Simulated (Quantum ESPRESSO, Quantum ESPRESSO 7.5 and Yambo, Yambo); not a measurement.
# SiO2 (Quartz): a self-consistent loop beyond G0W0, cycle by cycle

Wanted: G0W0 and self-consistent gaps of SiO2 (Quartz), with the cost of the cycles.

Calculated with Quantum ESPRESSO 7.5 and Yambo 5.3.0; LDA and many-body steps on it, plane waves.

Most raw output is cut from this account.

**1. The structure**

It takes space group P3_121 (No. 152, trigonal). Conventional cell: a = 4.916 Å, b = 4.916 Å, c = 5.409 Å, α = 90.00°, β = 90.00°, γ = 120.00°. Si has 4 O at 1.61 Å nearest. Nearest to O lie 2 Si at 1.61 Å. Farther neighbours and most contacts between anions are not listed.

The cell and positions come from the Crystallography Open Database and are kept as given unless a step says otherwise.

**2. Empty states on the mesh, 3×3×2 mesh, 190 bands**

This step: Quantum ESPRESSO 7.5; DFT, LDA, plane waves, norm-conserving pseudopotentials.

The sums over transitions need many empty states on a uniform mesh; this step solves for them.

File pw.in:

```
&control
  calculation = 'nscf'
  prefix = 'x'
  outdir = 'o'
  pseudo_dir = 'pseudo'
/
&system
  ibrav = 0
  nat = 9
  ntyp = 2
  ecutwfc = 72.0
  nbnd = 190
  force_symmorphic = .true.
/
&electrons
  conv_thr = 1e-9
  electron_maxstep = 80
  diago_full_acc = .true.
  diago_thr_init = 5e-6
/
ATOMIC_SPECIES
  Si 28.085 Si.upf
  O 15.999 O.upf
CELL_PARAMETERS angstrom
  4.9158000000 0.0000000000 0.0000000000
  -2.4579000000 4.2572076799 0.0000000000
  0.0000000000 0.0000000000 5.4091000000
ATOMIC_POSITIONS crystal
  Si 0.5303000000 0.0000000000 0.3333333333
  Si 0.0000000000 0.5303000000 0.6666666667
  Si 0.4697000000 0.4697000000 0.0000000000
  O 0.1462000000 0.4142000000 0.8810000000
  O 0.5858000000 0.7320000000 0.2143333333
  O 0.2680000000 0.8538000000 0.5476666667
  O 0.4142000000 0.1462000000 0.1190000000
  O 0.7320000000 0.5858000000 0.7856666667
  O 0.8538000000 0.2680000000 0.4523333333
K_POINTS automatic
  3 3 2 0 0 0
```

Started as:

```sh
OMP_NUM_THREADS=1 mpirun -n 4 pw.x -nk 4 -in pw.in > pw.out
```

It took 35 s on 4 MPI ranks of Arm Neoverse V1, shared host; peak memory 0.78 GiB; 2.4 min of CPU time.

Numbers from this step:

- gap: 5.801 eV
- k of the valence top: 0.3333, 0.3333, 0
- k of the conduction bottom: 0, 0, 0
- least direct gap: 6.125 eV
- k points computed: 8
- lowest point of the top converged band, above the valence top: 69.5966 eV

On this mesh the gap is 5.801 eV.

The density comes from a self-consistent run that is not shown.

**3. Conversion and set-up**

This step: Yambo 5.3.0; conversion and set-up on LDA, plane waves, norm-conserving pseudopotentials.

The states are converted to the many-body program's format and the q mesh is built.

Started as:

```sh
(cd o/x.save; p2y > p2y.log; mv SAVE ../..); yambo > setup.log
```

It took 2.4 s on 1 MPI rank; peak memory 0.24 GiB.

**4. G0W0**

Now the one-shot GW correction: screening in the RPA, then the self-energy of the levels asked for.

This step: G0W0 on LDA, plane waves, norm-conserving pseudopotentials.

File gw1.in:

```
HF_and_locXC
gw0
dyson
ppa
em1d
rim_cut
RandQpts= 1000000
RandGvec= 1 RL
EXXRLvcs= 72 Ry
VXCRLvcs= 288 Ry
Chimod= "HARTREE"
% BndsRnXp
 1 | 190 |
%
NGsBlkXp= 9 Ry
% LongDrXp
 1 | 1 | 1 |
%
% GbndRnge
 1 | 190 |
%
DysSolver= "n"
ExtendOut
PPAPntXp= 27.21138 eV
% QPkrange
 5 | 5 | 23 | 26 |
 1 | 1 | 23 | 26 |
%
```

Started as:

```sh
OMP_NUM_THREADS=2 mpirun -n 2 yambo -F gw1.in -J gw1 -C gw1 > gw1.log
```

Run time: 3 min. Hardware: 2 MPI ranks; peak memory 1.2 GiB.

This step gave:

| Property | Result |
| --- | --- |
| G0W0 gap on the points computed | 8.760 eV |
| starting gap on the mesh | 5.801 eV |
| k of the valence top | 0.3333, 0.3333, 0 |
| k of the conduction bottom | 0, 0, 0 |
| least direct G0W0 gap on the computed points | 9.137 eV |
| Z at the valence top | 0.8189 |
| Z at the conduction bottom | 0.8709 |

The gap on the mesh goes from 5.80 eV to 8.76 eV, a correction of +2.96 eV.

**5. evGW0, cycle 1**

This step: evGW0 on LDA, plane waves, norm-conserving pseudopotentials.

gw3.in, as its differences from gw1.in of step 4:

```diff
@@ -25,4 +25,4 @@
 % QPkrange
- 5 | 5 | 23 | 26 |
- 1 | 1 | 23 | 26 |
+ 1 | 8 | 19 | 30 |
 %
+GfnQPdb= "E < ./gw2/ndb.QP"
```

Started as:

```sh
OMP_NUM_THREADS=2 mpirun -n 2 yambo -F gw3.in -J gw3,gw1_W -C gw3 > gw3.log
```

It took 8.4 min on 2 MPI ranks; peak memory 1.5 GiB; 32 min of CPU time.

Numbers from this step:

| Quantity | Value |
| --- | --- |
| quasiparticle gap on the mesh | 9.067 eV |
| gap of the density functional on the mesh | 5.801 eV |
| k of the valence top | 0.3333, 0.3333, 0 |
| k of the conduction bottom | 0, 0, 0 |
| least direct quasiparticle gap on the computed points | 9.447 eV |
| Z at the valence top | 0.8236 |
| Z at the conduction bottom | 0.8907 |

Against G0W0 in Yambo (3×3×2 mesh, 190 bands, screening to 122.5 eV, Godby-Needs plasmon pole), the gap moves by +0.307 eV.

The program's own table gives 9.390 eV, which is too large where the input levels are shifted: this version takes Σc at the unshifted level E₀, yet steps from the shifted one. The value above is the Newton step from E₀, E₀ + Z(Σc + Σx − Vxc), rebuilt from the printed columns.

**6. evGW0, cycle 2**

The corrected levels of the last cycle go back in.

gw4.in, as its differences from gw3.in of step 5:

```diff
@@ -27,2 +27,2 @@
 %
-GfnQPdb= "E < ./gw2/ndb.QP"
+GfnQPdb= "E < ./gw3_fix/ndb.QP"
```

Started as:

```sh
OMP_NUM_THREADS=2 mpirun -n 2 yambo -F gw4.in -J gw4,gw1_W -C gw4 > gw4.log
```

Elapsed: 8.6 min, on 2 MPI ranks; peak memory 1.5 GiB; 33 min of CPU time.

This step gave:

* quasiparticle gap on the mesh: 9.097 eV
* gap of the density functional on the mesh: 5.801 eV
* k of the valence top: 0.3333, 0.3333, 0
* k of the conduction bottom: 0, 0, 0
* least direct quasiparticle gap on the computed points: 9.478 eV

Against the cycle before, the gap moves by +0.031 eV.

The program's own table gives 9.448 eV, which is too large where the input levels are shifted: this version takes Σc at the unshifted level E₀, yet steps from the shifted one. The value above is the Newton step from E₀, E₀ + Z(Σc + Σx − Vxc), rebuilt from the printed columns.

**7. evGW0, cycle 3**

gw5.in, as its differences from gw4.in of step 6:

```diff
@@ -27,2 +27,2 @@
 %
-GfnQPdb= "E < ./gw3_fix/ndb.QP"
+GfnQPdb= "E < ./gw4_fix/ndb.QP"
```

Started as:

```sh
OMP_NUM_THREADS=2 mpirun -n 2 yambo -F gw5.in -J gw5,gw1_W -C gw5 > gw5.log
```

Elapsed: 8.5 min, on 2 MPI ranks; peak memory 1.5 GiB; 33 min of CPU time.

This step gave:

```yaml
quasiparticle_gap_on_the_mesh: 9.101 eV
gap_of_the_density_functional_on_the_mesh: 5.801 eV
k_of_the_valence_top: 0.3333, 0.3333, 0
k_of_the_conduction_bottom: 0, 0, 0
least_direct_quasiparticle_gap_on_the_computed_points: 9.481 eV
```

Against the cycle before, the gap moves by +0.003 eV.

The program's own table gives 9.453 eV, which is too large where the input levels are shifted: this version takes Σc at the unshifted level E₀, yet steps from the shifted one. The value above is the Newton step from E₀, E₀ + Z(Σc + Σx − Vxc), rebuilt from the printed columns.

**8. evGW, cycle 1**

This step: evGW on LDA, plane waves, norm-conserving pseudopotentials.

gw6.in, as its differences from gw5.in of step 7:

```diff
@@ -27,2 +27,3 @@
 %
-GfnQPdb= "E < ./gw4_fix/ndb.QP"
+GfnQPdb= "E < ./gw2/ndb.QP"
+XfnQPdb= "E < ./gw2/ndb.QP"
```

Started as:

```sh
OMP_NUM_THREADS=2 mpirun -n 2 yambo -F gw6.in -J gw6 -C gw6 > gw6.log
```

Wall time 11 min (2 MPI ranks); peak memory 1.5 GiB.

This step gave:

| Property | Result |
| --- | --- |
| quasiparticle gap on the mesh | 9.700 eV |
| gap of the density functional on the mesh | 5.801 eV |
| k of the valence top | 0.3333, 0.3333, 0 |
| k of the conduction bottom | 0, 0, 0 |
| least direct quasiparticle gap on the computed points | 10.08 eV |

Against G0W0 in Yambo (3×3×2 mesh, 190 bands, screening to 122.5 eV, Godby-Needs plasmon pole), the gap moves by +0.940 eV.

The program's own table gives 9.971 eV, which is too large where the input levels are shifted: this version takes Σc at the unshifted level E₀, yet steps from the shifted one. The value above is the Newton step from E₀, E₀ + Z(Σc + Σx − Vxc), rebuilt from the printed columns.

**9. evGW, cycle 2**

gw7.in, as its differences from gw6.in of step 8:

```diff
@@ -27,3 +27,3 @@
 %
-GfnQPdb= "E < ./gw2/ndb.QP"
-XfnQPdb= "E < ./gw2/ndb.QP"
+GfnQPdb= "E < ./gw6_fix/ndb.QP"
+XfnQPdb= "E < ./gw6_fix/ndb.QP"
```

Started as:

```sh
OMP_NUM_THREADS=2 mpirun -n 2 yambo -F gw7.in -J gw7 -C gw7 > gw7.log
```

Elapsed: 11 min, on 2 MPI ranks; peak memory 1.5 GiB; 42 min of CPU time.

Numbers from this step:

* quasiparticle gap on the mesh: 9.942 eV
* gap of the density functional on the mesh: 5.801 eV
* k of the valence top: 0.3333, 0.3333, 0
* k of the conduction bottom: 0, 0, 0
* least direct quasiparticle gap on the computed points: 10.33 eV

Against the cycle before, the gap moves by +0.242 eV.

The program's own table gives 10.267 eV, which is too large where the input levels are shifted: this version takes Σc at the unshifted level E₀, yet steps from the shifted one. The value above is the Newton step from E₀, E₀ + Z(Σc + Σx − Vxc), rebuilt from the printed columns.

**10. evGW, cycle 3**

gw8.in, as its differences from gw7.in of step 9:

```diff
@@ -27,3 +27,3 @@
 %
-GfnQPdb= "E < ./gw6_fix/ndb.QP"
-XfnQPdb= "E < ./gw6_fix/ndb.QP"
+GfnQPdb= "E < ./gw7_fix/ndb.QP"
+XfnQPdb= "E < ./gw7_fix/ndb.QP"
```

Started as:

```sh
OMP_NUM_THREADS=2 mpirun -n 2 yambo -F gw8.in -J gw8 -C gw8 > gw8.log
```

Run time: 11 min. Hardware: 2 MPI ranks; peak memory 1.5 GiB.

This step gave:

| Property | Result |
| --- | --- |
| quasiparticle gap on the mesh | 9.999 eV |
| gap of the density functional on the mesh | 5.801 eV |
| k of the valence top | 0.3333, 0.3333, 0 |
| k of the conduction bottom | 0, 0, 0 |
| least direct quasiparticle gap on the computed points | 10.38 eV |

Against the cycle before, the gap moves by +0.057 eV.

The program's own table gives 10.336 eV, which is too large where the input levels are shifted: this version takes Σc at the unshifted level E₀, yet steps from the shifted one. The value above is the Newton step from E₀, E₀ + Z(Σc + Σx − Vxc), rebuilt from the printed columns.

**11. evGW, cycle 4**

gw9.in, as its differences from gw8.in of step 10:

```diff
@@ -27,3 +27,3 @@
 %
-GfnQPdb= "E < ./gw7_fix/ndb.QP"
-XfnQPdb= "E < ./gw7_fix/ndb.QP"
+GfnQPdb= "E < ./gw8_fix/ndb.QP"
+XfnQPdb= "E < ./gw8_fix/ndb.QP"
```

Started as:

```sh
OMP_NUM_THREADS=2 mpirun -n 2 yambo -F gw9.in -J gw9 -C gw9 > gw9.log
```

Run time: 11 min. Hardware: 2 MPI ranks; peak memory 1.5 GiB; 42 min of CPU time.

Numbers from this step:

| Quantity | Value |
| --- | --- |
| quasiparticle gap on the mesh | 10.01 eV |
| gap of the density functional on the mesh | 5.801 eV |
| k of the valence top | 0.3333, 0.3333, 0 |
| k of the conduction bottom | 0, 0, 0 |
| least direct quasiparticle gap on the computed points | 10.40 eV |

Against the cycle before, the gap moves by +0.013 eV.

The program's own table gives 10.352 eV, which is too large where the input levels are shifted: this version takes Σc at the unshifted level E₀, yet steps from the shifted one. The value above is the Newton step from E₀, E₀ + Z(Σc + Σx − Vxc), rebuilt from the printed columns.

**12. evGW, cycle 5**

gw10.in, as its differences from gw9.in of step 11:

```diff
@@ -27,3 +27,3 @@
 %
-GfnQPdb= "E < ./gw8_fix/ndb.QP"
-XfnQPdb= "E < ./gw8_fix/ndb.QP"
+GfnQPdb= "E < ./gw9_fix/ndb.QP"
+XfnQPdb= "E < ./gw9_fix/ndb.QP"
```

Started as:

```sh
OMP_NUM_THREADS=2 mpirun -n 2 yambo -F gw10.in -J gw10 -C gw10 > gw10.log
```

The job ended after 11 min (2 MPI ranks; peak memory 1.5 GiB; 43 min of CPU time).

This step gave:

```
quasiparticle gap on the mesh                         : 10.02 eV
gap of the density functional on the mesh             : 5.801 eV
k of the valence top                                  : 0.3333, 0.3333, 0
k of the conduction bottom                            : 0, 0, 0
least direct quasiparticle gap on the computed points : 10.40 eV
```

Against the cycle before, the gap moves by +0.003 eV.

The program's own table gives 10.356 eV, which is too large where the input levels are shifted: this version takes Σc at the unshifted level E₀, yet steps from the shifted one. The value above is the Newton step from E₀, E₀ + Z(Σc + Σx − Vxc), rebuilt from the printed columns.

**13. Side by side**

Times are wall times on 2 MPI ranks of Arm Neoverse V1, shared host, good to a factor of about two.

| run | mesh | bands | screening cutoff (eV) | DFT gap (eV) | gap on the mesh (eV) | direct (eV) | time |
| --- | --- | --- | --- | --- | --- | --- | --- |
| G0W0 | 3×3×2 | 190 | 122.5 | 5.801 | 8.760 | 9.137 | 3 min |
| evGW0, cycle 1 | 3×3×2 | 190 | 122.5 | 5.801 | 9.067 | 9.447 | 8.4 min |
| evGW0, cycle 2 | 3×3×2 | 190 | 122.5 | 5.801 | 9.097 | 9.478 | 8.6 min |
| evGW0, cycle 3 | 3×3×2 | 190 | 122.5 | 5.801 | 9.101 | 9.481 | 8.5 min |
| evGW, cycle 1 | 3×3×2 | 190 | 122.5 | 5.801 | 9.700 | 10.082 | 11 min |
| evGW, cycle 2 | 3×3×2 | 190 | 122.5 | 5.801 | 9.942 | 10.325 | 11 min |
| evGW, cycle 3 | 3×3×2 | 190 | 122.5 | 5.801 | 9.999 | 10.383 | 11 min |
| evGW, cycle 4 | 3×3×2 | 190 | 122.5 | 5.801 | 10.012 | 10.396 | 11 min |
| evGW, cycle 5 | 3×3×2 | 190 | 122.5 | 5.801 | 10.015 | 10.399 | 11 min |

**14. What came out**

| Quantity | Value |
| --- | --- |
| G0W0 | 8.760 eV |
| evGW0, cycle 1 | 9.067 eV |
| evGW0, cycle 2 | 9.097 eV |
| evGW0, cycle 3 | 9.101 eV |
| evGW, cycle 1 | 9.700 eV |
| evGW, cycle 2 | 9.942 eV |
| evGW, cycle 3 | 9.999 eV |
| evGW, cycle 4 | 10.012 eV |
| evGW, cycle 5 | 10.015 eV |
| known limits | not at the basis limit; coarse k mesh |

**Reading.** evGW0 ends at 9.10 eV, +0.34 eV from G0W0, after 3 cycles that took 26 min beside the first screening; the last moved the gap by 0.003 eV. evGW ends at 10.02 eV, +1.26 eV from G0W0, after 5 cycles that took 56 min beside the first screening; the last moved the gap by 0.003 eV. Bands and cutoff are finite, so the gap is not at the basis limit. The miss can reach some tenths of an eV and take either sign; the mesh is an error of its own. The 3×3×2 mesh is coarse for this cell, which bears on the long-range parts of exchange and screening.

[Paths, hosts, dates, memory and timing lines, banners, echoed tables and standing remarks are left out of the program output.]

[Logs are printed without paths, hosts, clocks, repeated set-up lines and the standing remarks that a program may print on its own settings, such as how far it seeks lower states.]

[Runs of the session that timed out or met a known fault of the program may be left out.]

[Hosts, paths, dates, database ids (printed as entryN), source tags and the programs' standing remarks are cut or masked in the printed files.]
